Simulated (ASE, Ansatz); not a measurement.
## Random fcc alloy of Ir and Pd (108 atoms): a single point

Wanted: forces and levels of random fcc alloy of Ir and Pd (108 atoms).

Main program and level: Ansatz 0.2.0; Kohn-Sham DFT, PBE, PAW (set soft_2), plane waves.

### 1. The structure

The cell holds 108 atoms: 68 Pd and 40 Ir. Its edges and angles: a = 11.613 Å, b = 11.613 Å, c = 11.613 Å, α = 90.0°, β = 90.0°, γ = 90.0°. It derives from Ir (fcc) and Pd, repeated 3×3×3. Fcc Ir, 3 x 3 x 3 conventional cells, 68 of 108 Ir sites given to Pd at random (x = 0.630), lattice by Vegard's rule (a = 3.871 Å); not relaxed, displaced by a Gaussian of 0.02 Å.

What the set-up can't give: The host structure and its lattice constant were typed by rule, without a check against the phase diagram. No spin–orbit coupling is included, so levels derived from the heavy atoms are approximate.

### 2. Plane-wave single point

One self-consistent run at the given positions yields energy and forces.

input.yaml reads:

```yaml
crystal:
  lattice:
    - [11.6133, 0.0, 0.0]
    - [0.0, 11.6133, 0.0]
    - [0.0, 0.0, 11.6133]
  atoms:
    - { symbol: Pd, position: [0.99669, 0.99858, 0.99677] }
    - { symbol: Pd, position: [0.99761, 0.16719, 0.16537] }
    - { symbol: Ir, position: [0.16479, 0.00037, 0.16679] }
    - { symbol: Pd, position: [0.167, 0.16432, 0.99962] }
    - { symbol: Pd, position: [0.99986, 0.00216, 0.3315] }
    - { symbol: Pd, position: [0.00063, 0.16532, 0.5007] }
    - { symbol: Ir, position: [0.16913, 0.99853, 0.50043] }
    - { symbol: Ir, position: [0.16634, 0.1651, 0.33173] }
    - { symbol: Ir, position: [0.0005, 0.00099, 0.66515] }
    - { symbol: Pd, position: [0.00317, 0.16439, 0.83398] }
    - { symbol: Ir, position: [0.16618, 0.99828, 0.83189] }
    - { symbol: Ir, position: [0.16636, 0.16669, 0.66335] }
    - { symbol: Pd, position: [0.9991, 0.33304, 0.99872] }
    - { symbol: Pd, position: [7.0e-05, 0.49742, 0.1665] }
    - { symbol: Pd, position: [0.16697, 0.33737, 0.16638] }
    - { symbol: Pd, position: [0.1689, 0.4986, 0.99853] }
    - { symbol: Ir, position: [0.00078, 0.33264, 0.33376] }
    - { symbol: Pd, position: [0.00113, 0.49952, 0.49942] }
    - { symbol: Pd, position: [0.16608, 0.33431, 0.49943] }
    - { symbol: Pd, position: [0.16724, 0.50026, 0.33353] }
    - { symbol: Pd, position: [0.99872, 0.3309, 0.66209] }
    - { symbol: Pd, position: [0.99996, 0.49963, 0.83165] }
    - { symbol: Pd, position: [0.16885, 0.33349, 0.83431] }
    - { symbol: Pd, position: [0.16189, 0.49981, 0.66843] }
    - { symbol: Ir, position: [0.99786, 0.66891, 0.00411] }
    - { symbol: Ir, position: [0.99783, 0.82913, 0.16734] }
    - { symbol: Ir, position: [0.16584, 0.66786, 0.16533] }
    - { symbol: Pd, position: [0.1682, 0.83317, 0.0002] }
    - { symbol: Pd, position: [0.00338, 0.66537, 0.3347] }
    - { symbol: Pd, position: [0.00124, 0.83553, 0.49953] }
    - { symbol: Ir, position: [0.16848, 0.66611, 0.4974] }
    - { symbol: Ir, position: [0.1678, 0.83412, 0.33703] }
    - { symbol: Pd, position: [0.00073, 0.66517, 0.66868] }
    - { symbol: Ir, position: [0.00069, 0.83305, 0.83286] }
    - { symbol: Pd, position: [0.16743, 0.66555, 0.83493] }
    - { symbol: Ir, position: [0.16591, 0.83292, 0.66532] }
    - { symbol: Ir, position: [0.33423, 0.00282, 0.99592] }
    - { symbol: Pd, position: [0.33086, 0.1636, 0.16517] }
    - { symbol: Pd, position: [0.5057, 0.00103, 0.16715] }
    - { symbol: Pd, position: [0.50007, 0.16616, 0.00021] }
    - { symbol: Pd, position: [0.33022, 0.99863, 0.33358] }
    - { symbol: Ir, position: [0.32791, 0.16783, 0.50072] }
    - { symbol: Pd, position: [0.49973, 0.0007, 0.50277] }
    - { symbol: Pd, position: [0.50023, 0.16537, 0.33098] }
    - { symbol: Pd, position: [0.33163, 0.99891, 0.66431] }
    - { symbol: Pd, position: [0.33426, 0.16902, 0.83388] }
    - { symbol: Pd, position: [0.49713, 0.99744, 0.83284] }
    - { symbol: Ir, position: [0.49885, 0.16462, 0.66424] }
    - { symbol: Pd, position: [0.33214, 0.33463, 0.00023] }
    - { symbol: Pd, position: [0.33695, 0.49993, 0.16607] }
    - { symbol: Pd, position: [0.50048, 0.33295, 0.16968] }
    - { symbol: Pd, position: [0.49905, 0.50223, 0.00233] }
    - { symbol: Pd, position: [0.33585, 0.33505, 0.33355] }
    - { symbol: Ir, position: [0.33378, 0.49815, 0.49938] }
    - { symbol: Pd, position: [0.49829, 0.33281, 0.50252] }
    - { symbol: Ir, position: [0.50003, 0.50186, 0.33201] }
    - { symbol: Pd, position: [0.33577, 0.33442, 0.66914] }
    - { symbol: Ir, position: [0.3364, 0.49706, 0.83282] }
    - { symbol: Pd, position: [0.4994, 0.33324, 0.83634] }
    - { symbol: Ir, position: [0.49789, 0.49887, 0.66704] }
    - { symbol: Pd, position: [0.33423, 0.66469, 0.00082] }
    - { symbol: Pd, position: [0.33382, 0.83349, 0.1689] }
    - { symbol: Ir, position: [0.49919, 0.6638, 0.1675] }
    - { symbol: Ir, position: [0.49754, 0.83093, 0.99936] }
    - { symbol: Ir, position: [0.33349, 0.66494, 0.33187] }
    - { symbol: Pd, position: [0.32997, 0.82959, 0.50034] }
    - { symbol: Ir, position: [0.50018, 0.66899, 0.49838] }
    - { symbol: Pd, position: [0.49985, 0.83171, 0.33442] }
    - { symbol: Ir, position: [0.33112, 0.66593, 0.6654] }
    - { symbol: Pd, position: [0.33319, 0.8345, 0.83337] }
    - { symbol: Ir, position: [0.50067, 0.66704, 0.82977] }
    - { symbol: Pd, position: [0.49707, 0.83286, 0.67011] }
    - { symbol: Pd, position: [0.66753, 0.99863, 0.99958] }
    - { symbol: Pd, position: [0.66498, 0.1653, 0.1687] }
    - { symbol: Pd, position: [0.83513, 0.99814, 0.16579] }
    - { symbol: Pd, position: [0.83341, 0.16725, 0.00044] }
    - { symbol: Pd, position: [0.66801, 0.99934, 0.33432] }
    - { symbol: Ir, position: [0.6655, 0.16435, 0.50155] }
    [... 24 atom lines left out ...]
    - { symbol: Pd, position: [0.83397, 0.66648, 0.49974] }
    - { symbol: Ir, position: [0.83067, 0.83272, 0.33484] }
    - { symbol: Pd, position: [0.66479, 0.666, 0.66541] }
    - { symbol: Pd, position: [0.66524, 0.83423, 0.83199] }
    - { symbol: Pd, position: [0.83385, 0.66839, 0.83339] }
    - { symbol: Pd, position: [0.83236, 0.83549, 0.66784] }
kpoints:
  mp_grid: { grid: [2, 2, 2] }
hamiltonian:
  xc: pbe
scf:
  occupations: { method: fermi_dirac, width: 0.1 }
output:
  forces: true
  stress: true
  populations: true
  dos:
    method: { smearing: { sigma: 0.15 } }
    de: 0.1
    projected: { site_lists: { Ir: [Ir], Pd: [Pd] } }
  eigenvalues: true
  write_density: true
  write_potential: true
  volumetric_format: npy
```

On the command line:

```console
ansatz run input.yaml --threads 8 --pin off --max-ram 15872MiB --backend cpu --events-out ev --progress --plain --runs-dir out
```

Numbers of over 12 decimals in the logs are rounded to 6 here.

What it wrote:

```text
Engine: ansatz 0.2.0, aarch64-unknown-linux-gnu
Pseudopotentials: kind: paw
Pseudopotential: Pd, paw, valence charge 18, recommended cutoff 420 eV (normal), Pd.paw.azcp
Pseudopotential: Ir, paw, valence charge 17, recommended cutoff 420 eV (normal), Ir.paw.azcp
Functional definition: PBE
  parameter kappa = 0.804
  parameter beta = 0.066725
  exchange = pbe_x(kappa = kappa, mu = beta*pi^2/3)
  correlation = pbe_c(beta = beta)
Crystal: 108 atoms, lattice volume = 1566.271 Å³
Basis set: ecut = 420 eV, 30647 PW (Γ), exchange–correlation on 160×160×160 points (8 copies of the dense FFT grid, shifted against one another)
Bands: 1143, of which v1, the nominal top of the filled ones, is band 952 counted from 1 (951 counted from 0)
Symmetry: 1 space group operations
Space group: P1 (ITA 1), of the structure as read, at distance tolerance 1.2e-4 Å
k-points: 8
Non-local potential: Pd, projectors of the file, l = 0: 2, l = 1: 2, l = 2: 2, l = 3: 1
Non-local potential: Ir, projectors of the file, l = 0: 3, l = 1: 2, l = 2: 2, l = 3: 1
PAW form: soft (Blöchl's): semilocal exchange-correlation on the pseudo side does not see the compensation charge
PAW one-centre angular grid: Pd, 590 points (default); XC on 64 Gauss nodes
PAW one-centre angular grid: Ir, 590 points (default); XC on 64 Gauss nodes
Initial density: superposition of atomic densities (neutral atoms: chi_scale 0, normalization atom), corrected by the library's trained network
Initial wavefunctions: pseudopotential atomic-orbital guess
Functional: x = pbe(κ = 0.804, μ = 0.219515), c = pbe(β = 0.066725)
[...]
E_paw        = -623935.418841  (= ΣΔE_a)
  E_vpaw       = -31649.846353  (= ΣTr[D̂ρ^β])
  E_aug_tail   = 0.017858  (compensation charges beyond the density's cutoff)
  E_ewald      = -286202.928597
  E_smearing   = -4.799918  (= −TS)
  E_closure    = 0.000000  (closes the sum)
  Σ components = -951557.651444   (vs F -951557.651444, Δ=0.00e0)
--- Forces (eV/Å), atoms counted from 1 ---
  atom   1  Pd     0.52493207    -0.30956688     0.41239195
  atom   2  Pd     0.34477272     0.21643872     0.23445086
  atom   3  Ir     0.20533528    -0.19120524     0.08992805
  atom   4  Pd    -0.09760885     0.06551016     0.09807755
  atom   5  Pd     0.03117000    -0.49023622     0.00922355
  atom   6  Pd    -0.00758380     0.01048106    -0.43181507
  atom   7  Ir    -0.41424707     0.59584444     0.14803824
  atom   8  Ir    -0.00386927     0.24337385    -0.03688144
[...]
atom  13  Pd    -0.04609561    -0.00806035     0.11254867
  atom  14  Pd    -0.16497750     0.32650921     0.03246552
[...]
atom 107  Pd    -0.11930757    -0.30489703     0.12473477
  atom 108  Pd     0.28236632    -0.30692664    -0.29376008
  max |Σ_I F_I| component: 1.07e-5 eV/Å
--- Stress (GPa, compression-positive) ---
        6.963975      -0.005443       0.050710
       -0.005443       6.838821       0.025228
        0.050710       0.025228       6.798365
  P = ⅓ Tr σ = 6.8671 GPa (68.671 kbar)
--- Band table (eV; the first three rows and the last of 8) ---
  k-point 0: bands = ["-70.4669", "-70.4187", "-70.3625", "-70.3609", [... 1127 levels ...], "32.7081", "32.7325", "32.7450", "32.7564", "32.7854", "32.7975", "32.8224", "32.8346", "32.8514", "32.8646", "32.8880", "32.9110"]
[...]
--- Löwdin populations: 108 sites ---
  site symbol       q [e]
     0     Pd     17.2382
     1     Pd     17.2639
     2     Ir     17.2627
[...]
107     Pd     17.3222
  spilling = 0.020947 (of n_electrons = 1904.000000)
[key lines of the parts left out:]
SCF converged after 9 iterations
Free energy (F): -951557.651444 eV
Fermi energy:    22.117575 eV
```

Run time: 9.7 min. Hardware: 8 threads of Arm Neoverse V2, shared host; peak memory 12 GiB.

The program notes that it cut back its work space to fit the memory limit.

Read from the output:

* free energy: -951557.6514 eV
* free energy per atom: -8810.7190 eV/atom
* SCF cycles: 9
* pressure: 6.867 GPa
* r.m.s. force component: 0.4169 eV/Å
* longest force: 1.798 eV/Å
* Fermi energy: 22.12 eV
* levels partly filled by over 2 per cent: 455
* spilling of the projection: 0.02095

Length of the force by element:

| element | coordination | atoms | mean length of the force (eV/Å) | spread | least | most |
| --- | --- | --- | --- | --- | --- | --- |
| Ir | all | 40 | 0.871 | 0.384 | 0.246 | 1.80 |
| Pd | all | 68 | 0.486 | 0.242 | 0.0528 | 1.03 |

States in the cell by windows of 1 eV, zero at the Fermi level; the larger projections on atomic orbitals stand beside the total:

```csv
from (eV),to (eV),total,Pd d,Ir d,Ir s
-10,-9,0.3,0.0,0.0,0.3
-9,-8,6.1,0.1,0.1,5.5
-8,-7,11.8,0.9,0.9,9.1
-7,-6,55.6,17.2,20.6,15.0
-6,-5,148.3,79.6,55.1,5.9
-5,-4,152.2,102.9,43.7,1.5
-4,-3,190.9,128.6,51.4,4.0
-3,-2,174.5,116.0,46.6,3.4
-2,-1,155.6,100.9,45.7,2.4
-1,0,147.3,84.6,54.2,2.8
0,1,102.7,35.4,55.5,3.4
1,2,26.3,3.8,9.5,3.0
2,3,34.6,3.4,5.6,4.8
3,4,22.9,1.3,2.4,1.8
4,5,21.1,0.8,1.7,1.8
```

The stored curve holds about 1043 of the 1904 electrons; the rest, give or take the few that broadening carries across the Fermi level, lie in deeper levels below its range.

The levels nearest the highest filled one (over half full), pooled over k-points and spins:

```
level less the highest filled one (eV)  occupation
                               -0.0079        1.04
                               -0.0054        1.03
                               -0.0025        1.02
                               -0.0024        1.02
                                     0        1.00
                                     0        1.00
                                0.0016       0.996
                                 0.003       0.989
                                0.0065       0.971
                                0.0068        0.97
                                0.0079       0.965
                                 0.009       0.959
```

Valence density in the ac plane at fractional y = 0.000, with atoms of Pd and Ir within 0.2 Å of it. It is the smooth field of the valence electrons, not physical close to the nuclei.

Ten even steps from '0' (0 e/Å³) to '9' (13 e/Å³), each cell a mean:
```
841000000256410000002685100000037
200000000011100000000110000000001
000013210000000233100000002320000
000146630000001698300000016983000
000145520000001586200000015862000
000001100000000011000000001110000
310000000123100000001342000000002
651000000389610000003896100000026
641000000378510000002674100000025
110000000011000000000110000000001
000013210000000243100000002320000
000146630000001699400000016983000
000135520000001476200000015872000
000001100000000011000000000110000
310000000133100000001342000000002
961000000499610000003897100000038
851000000377410000002685100000027
100000000011000000000110000000001
000023210000000133100000001331000
000156630000001599500000015984000
000145520000000377300000014873000
000001100000000011000000000110000
310000000022100000001342000000012
951000000256410000003896100000038
```
Columns run along a (11.6 Å), rows up along c (11.6 Å). Atoms in or near the plane, at fractional coordinates: Pd at (0.00, 0.00), Ir at (0.16, 0.17), Pd at (0.00, 0.33), Ir at (0.17, 0.50), Ir at (0.00, 0.67), Ir at (0.17, 0.83), Ir at (0.33, 0.00), Pd at (0.51, 0.17), Pd at (0.33, 0.33), Pd at (0.50, 0.50), Pd at (0.33, 0.66), Pd at (0.50, 0.83), Pd at (0.67, 0.00), Pd at (0.84, 0.17) and more.

Electrostatic potential energy in the ac plane at fractional y = 0.000, with atoms of Pd and Ir within 0.2 Å of it. With pseudopotentials it is smooth inside the atoms' cores, unlike the true potential.

Ten even steps from '0' (-53 eV) to '9' (25 eV), each cell a mean:
```
137999998410259999985213699999841
678998899755689999998767899999986
999753368999998545799999986457999
998510037999996201489999962015899
999620147999996312589999963125899
899865679999998767899889987668998
357999999754689999997445899999864
015899998410269999984102699999730
025899998511369999985213799999841
568988899866789988998777999899976
999853368999998544699999986457999
999610027999996200489999962014899
999620137999997312589999963125899
999875679988999877899989987678999
468999999644689999997545899999975
026999998400269999984102699999841
136999998521379999985213699999852
678988899866799998998767999999986
999743368999998644689999986457999
998510037999997300379999963004799
999620148999997412489999973125899
999865679998999866899999997668999
468999999643579999997545899999975
036999998300158999984102699999741
```
Columns run along a (11.6 Å; values clipped at the 3rd and 97th percentile), rows up along c (11.6 Å). Atoms in or near the plane, at fractional coordinates: Pd at (0.00, 0.00), Ir at (0.16, 0.17), Pd at (0.00, 0.33), Ir at (0.17, 0.50), Ir at (0.00, 0.67), Ir at (0.17, 0.83), Ir at (0.33, 0.00), Pd at (0.51, 0.17), Pd at (0.33, 0.33), Pd at (0.50, 0.50), Pd at (0.33, 0.66), Pd at (0.50, 0.83), Pd at (0.67, 0.00), Pd at (0.84, 0.17) and more.

Just under the Fermi level the largest share is Pd d (57 % of the projected weight), just over it Ir d (55 % of the projected weight).

### 3. Local order

Bonds and neighbours are counted at the geometry of the runs.

Density 15.8 g/cm³, 14.50 Å³ an atom.

Pair distribution functions g(r), in bins of 0.1 Å:

```
r (Å)  total  Pd-Pd  Pd-Ir  Ir-Ir
 2.55   0.00   0.00   0.00   0.00
 2.65   1.91   2.03   1.60   2.61
 2.75  16.30  17.00  15.20  18.00
 2.85   0.27   0.20   0.34   0.20
 2.95   0.00   0.00   0.00   0.00
 3.05   0.00   0.00   0.00   0.00
 3.15   0.00   0.00   0.00   0.00
 3.25   0.00   0.00   0.00   0.00
 3.35   0.00   0.00   0.00   0.00
 3.45   0.00   0.00   0.00   0.00
 3.55   0.00   0.00   0.00   0.00
 3.65   0.00   0.00   0.00   0.00
 3.75   0.00   0.00   0.00   0.00
 3.85   3.89   3.83   4.00   3.66
 3.95   0.73   0.63   0.89   0.51
 4.05   0.00   0.00   0.00   0.00
 4.15   0.00   0.00   0.00   0.00
 4.25   0.00   0.00   0.00   0.00
 4.35   0.00   0.00   0.00   0.00
 4.45   0.00   0.00   0.00   0.00
 4.55   0.00   0.00   0.00   0.00
 4.65   0.93   0.79   1.03   1.00
 4.75  11.20  11.10  11.50  10.20
 4.85   0.19   0.14   0.20   0.34
 4.95   0.00   0.00   0.00   0.00
 5.05   0.00   0.00   0.00   0.00
 5.15   0.00   0.00   0.00   0.00
 5.25   0.00   0.00   0.00   0.00
 5.35   0.01   0.02   0.00   0.00
 5.45   3.67   3.52   3.82   3.55
 5.55   0.94   0.94   1.04   0.66
 5.65   0.00   0.00   0.00   0.00
 5.75   0.00   0.00   0.00   0.00
 5.85   0.00   0.00   0.00   0.00
 5.95   0.00   0.00   0.00   0.00
 6.05   1.72   1.65   1.83   1.56
 6.15   5.64   5.50   5.88   5.22
 6.25   0.03   0.04   0.02   0.04
 6.35   0.00   0.00   0.00   0.00
 6.45   0.00   0.00   0.00   0.00
 6.55   0.00   0.00   0.00   0.00
 6.65   0.91   0.91   0.88   1.05
 6.75   1.14   1.18   1.12   1.10
 6.85   0.00   0.00   0.00   0.00
```

Neighbours by pair of elements; one cutoff, the widest of the pairs' first minima of g(r), serves all pairs of this metal:

| pair A-B | cutoff (Å) | bonds | mean length (Å) | spread (Å) | shortest (Å) | B about A | A about B |
| --- | --- | --- | --- | --- | --- | --- | --- |
| Pd-Pd | 3.18 | 268 | 2.74 | 0.03 | 2.66 | 7.88 | 7.88 |
| Pd-Ir | 3.18 | 280 | 2.74 | 0.029 | 2.67 | 4.12 | 7 |
| Ir-Ir | 3.18 | 100 | 2.73 | 0.029 | 2.66 | 5 | 5 |

How many atoms have how many bonded neighbours:

```csv
element,mean,12
Ir,12,40
Pd,12,68
```

First main peaks of g(r), for some of the pairs, lie near 2.74 Å (Pd-Pd), 2.74 Å (Pd-Ir) and 2.73 Å (Ir-Ir). Counting bonds as in the table, all Ir atoms have 12 and all Pd atoms have 12 bonded neighbours.

Local excerpt of 13 atoms (numbers count through the whole input) about Ir54, which bears the longest force; x, y, z are measured from there.

| atom | x | y | z | distance (Å) | bonds | Fx | Fy | Fz (eV/Å) |
| --- | --- | --- | --- | --- | --- | --- | --- | --- |
| Ir54 | 0.00 | 0.00 | 0.00 | 0.00 | 12 | 0.51 | 1.72 | 0.08 |
| Pd53 | 0.02 | -1.89 | -1.93 | 2.70 | 12 | -0.38 | -0.54 | 0.19 |
| Pd55 | 1.91 | -1.92 | 0.04 | 2.71 | 12 | 0.29 | -0.26 | -0.46 |
| Pd19 | -1.95 | -1.90 | 0.00 | 2.72 | 12 | 0.35 | -0.18 | -0.18 |
| Ir60 | 1.91 | 0.01 | 1.95 | 2.72 | 12 | -0.20 | 1.24 | 0.37 |
| Pd20 | -1.93 | 0.02 | -1.93 | 2.73 | 12 | 0.00 | 0.03 | -0.15 |
| Ir31 | -1.92 | 1.95 | -0.02 | 2.74 | 12 | 0.39 | -0.04 | 0.57 |
| Pd57 | 0.02 | -1.90 | 1.97 | 2.74 | 12 | -0.42 | -0.31 | -0.49 |
| Ir56 | 1.93 | 0.04 | -1.94 | 2.74 | 12 | 0.15 | 0.31 | 0.35 |
| Ir69 | -0.03 | 1.95 | 1.93 | 2.74 | 12 | 0.25 | -0.91 | -0.05 |
| Ir65 | 0.00 | 1.94 | -1.95 | 2.75 | 12 | -0.31 | -0.32 | 0.24 |
| Ir67 | 1.93 | 1.98 | -0.01 | 2.77 | 12 | -0.86 | -1.30 | 0.41 |
| Pd24 | -2.00 | 0.02 | 1.96 | 2.80 | 12 | 0.95 | 0.06 | -0.27 |

The column of bonds counts only the pairs Pd-Pd within 3.18 Å, Pd-Ir within 3.18 Å, Ir-Ir within 3.18 Å; other neighbours, such as metal atoms beside each other in a compound, aren't counted, and periodic images can show an atom twice.

### 4. Results

```json
{
  "free energy per atom": "-8810.7190 eV/atom",
  "density": "15.82 g/cm³",
  "pressure": "6.867 GPa",
  "r.m.s. force component": "0.4169 eV/Å",
  "wall time of the 1 DFT run": "9.7 min"
}
```

**Reading.** 455 levels are partly filled, by over 2 % (on the run's k-points), as in a metal. Counting bonds as in the table, all Ir atoms have 12 and all Pd atoms have 12 bonded neighbours.

Caveats: The geometry was built by rule, was displaced at random and isn't relaxed at this level: its force components are 0.42 eV/Å r.m.s. The pressure of 6.9 GPa shows the cell to be compressed for this functional.

[Logs are printed without paths, hosts, clocks, repeated set-up lines and the standing remarks that a program may print on its own settings, such as how far it seeks lower states.]

[Hosts, paths, dates, database ids (printed as entryN), source tags and the programs' standing remarks are cut or masked in the printed files.]
